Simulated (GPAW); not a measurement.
FeO2 (P4_2/mnm), O K edge of atom 3, with 2 Fe at 1.94 Å and 1 Fe at 2.02 Å (distorted trigonal planar, site symmetry m2m). Method: GPAW, LDA + U (Fe 4 eV), excited-electron core hole (neutral cell), 12-atom cell with 5.5 Å between holes, 5×5×5 k points, dipole transitions, Gaussian full width 0.9 eV up to 4 eV, rising linearly to 3.5 eV at 25 eV.

```
Fe O
1.0
     4.60941    0.00000    0.00000
     0.00000    4.60941    0.00000
     0.00000    0.00000    2.97711
Fe O
2 4
Cartesian
  2.3047 2.3047 1.4886
  0.0000 0.0000 0.0000
  0.8783 3.7311 1.4886
  3.1830 3.1830 0.0000
  1.4264 1.4264 0.0000
  3.7311 0.8783 1.4886
```

Energy from the lowest empty level; a common scale on which the isotropic spectrum has a mean of 1 over the first 20 eV.

| E (eV) | curve 1 | curve 2 |
| --- | --- | --- |
| -2.0 | 0.00 | 0.00 |
| -1.0 | 0.00 | 0.01 |
| 0.0 | 0.21 | 0.57 |
| 1.0 | 0.06 | 0.16 |
| 2.0 | 0.70 | 0.61 |
| 3.0 | 1.03 | 0.63 |
| 4.0 | 1.22 | 2.26 |
| 5.0 | 0.01 | 0.04 |
| 6.0 | 0.01 | 0.02 |
| 7.0 | 0.05 | 0.06 |
| 8.0 | 0.20 | 0.26 |
| 9.0 | 0.56 | 0.73 |
| 10.0 | 1.19 | 1.68 |
| 11.0 | 1.68 | 2.66 |
| 12.0 | 1.72 | 2.89 |
| 13.0 | 2.07 | 2.78 |
| 14.0 | 2.77 | 2.25 |
| 15.0 | 2.49 | 1.36 |
| 16.0 | 1.46 | 0.74 |
| 17.0 | 0.74 | 0.50 |
| 18.0 | 0.47 | 0.45 |
| 19.0 | 0.40 | 0.52 |
| 20.0 | 0.40 | 0.62 |
| 21.0 | 0.45 | 0.65 |
| 22.0 | 0.60 | 0.59 |
| 23.0 | 0.79 | 0.51 |
| 24.0 | 0.89 | 0.47 |
| 25.0 | 0.83 | 0.46 |
| 26.0 | 0.75 | 0.47 |
| 27.0 | 0.73 | 0.50 |
| 28.0 | 0.69 | 0.57 |
| 29.0 | 0.63 | 0.70 |
| 30.0 | 0.60 | 0.92 |
| 31.0 | 0.63 | 1.15 |
| 32.0 | 0.69 | 1.28 |

The curves are for the electric vector along different Cartesian axes of the cell as given, averaged over the symmetry-equivalent atoms. Which is which?

Curve 1: along x (⊥ c) (the other in-plane axis gives the same curve within 3 %), main maxima 0.2 eV (0.24), 2.5 eV (1.14), 3.6 eV (1.81) and 14.3 eV (2.83). Curve 2: along z (c), main maxima 0.3 eV (0.71), 2.4 eV (0.87), 3.8 eV (2.45) and 12.0 eV (2.89). A K edge sees empty p states; the first features are O p mixed into the empty d states of the Fe neighbours, and the broad ones above probably into the cations' higher empty bands. Each direction probes the empty orbitals that point along it. The hole lies in one spin channel, while the script sums the empty states of both and takes the lower zero; where the two channels are split, this blurs and shifts the curve. The unit cell's mesh shows no gap over 0.35 eV. That is right for a metallic compound; for a small-gap or correlated insulator it would be the fault of the functional or of the assumed magnetic order, and the hole would be screened too well.

[Banner, clock and machine lines of the logs are left out without a mark of their own.]

[Logs are printed without paths, hosts, clocks, repeated set-up lines and the standing remarks that a program may print on its own settings, such as how far it seeks lower states.]

[Hosts, paths, dates, database ids (printed as entryN), source tags and the programs' standing remarks are cut or masked in the printed files.]

[Lists of maxima count a maximum above −3 eV only where it reaches 4 % of the highest in the window and stands out from its surroundings by 2 % of it (1.5 % where it reaches 55 %); shoulders and weaker maxima are passed over, and of the rest the first, up to two pre-edge ones and the few strongest are named.]
